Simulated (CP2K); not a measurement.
Consider aminocyclopropane at its PBE geometry (Å).

```xyz
11

N     1.4990    0.5278    0.4172
C     0.2541    0.4738   -0.3233
C    -1.0364    0.2594    0.4141
C    -0.5383   -0.8042   -0.5525
H     1.4194    0.0109    1.2948
H     2.2556    0.0925   -0.1151
H     0.2246    1.2032   -1.1347
H    -1.9048    0.8553    0.1378
H    -0.9696    0.0379    1.4798
H    -1.0650   -0.9349   -1.4975
H    -0.1387   -1.7216   -0.1206
```

Method: CP2K XAS_TDP, all-electron GAPW, PBEh(45%), aug-cc-pVDZ, TDA, no relativity.

Question: Predict the bright core excitations at the C K edge.

Leading lines: C2 284.80 eV and C3 283.97 eV. The leading line of an atom is its first one with 35 % of the strongest within 2.5 eV of its lowest line over the strength cut. 

The first six lines of each atom with a strength over 0.0015:

| atom | energy (eV) | states | strength, one atom |
| --- | --- | --- | --- |
| C2 (bonded to 2 C, N and H) | 284.80 | 1 | 0.0129 |
|  | 285.33 | 1 | 0.0020 |
|  | 285.64 | 1 | 0.0051 |
|  | 285.81 | 1 | 0.0157 |
|  | 285.96 | 1 | 0.0258 |
|  | 286.32 | 1 | 0.0015 |
| C3 (bonded to 2 C and 2 H) | 283.97 | 1 | 0.0062 |
|  | 284.21 | 1 | 0.0162 |
|  | 284.65 | 1 | 0.0105 |
|  | 285.36 | 1 | 0.0153 |
|  | 285.57 | 1 | 0.0130 |
|  | 285.81 | 1 | 0.0029 |

Lines are vertical, at one geometry, with no vibrational structure. Without a correction of the core level, line positions, and the gaps between valence and Rydberg lines, follow the share of exact exchange. At this level such K lines come out 3 to 6 eV under measured ones. Atoms with the same bonds but other surroundings in this conformer are left out. These values hold no scalar relativity, about 0.1 eV for C 1s. Rydberg lines, and the discretised continuum above threshold, depend on the basis and the box.

[Banner, clock and machine lines of the logs are left out without a mark of their own.]

[Logs are printed without paths, hosts, clocks, repeated set-up lines and the standing remarks that a program may print on its own settings, such as how far it seeks lower states.]

[Hosts, paths, dates, database ids (printed as entryN), source tags and the programs' standing remarks are cut or masked in the printed files.]
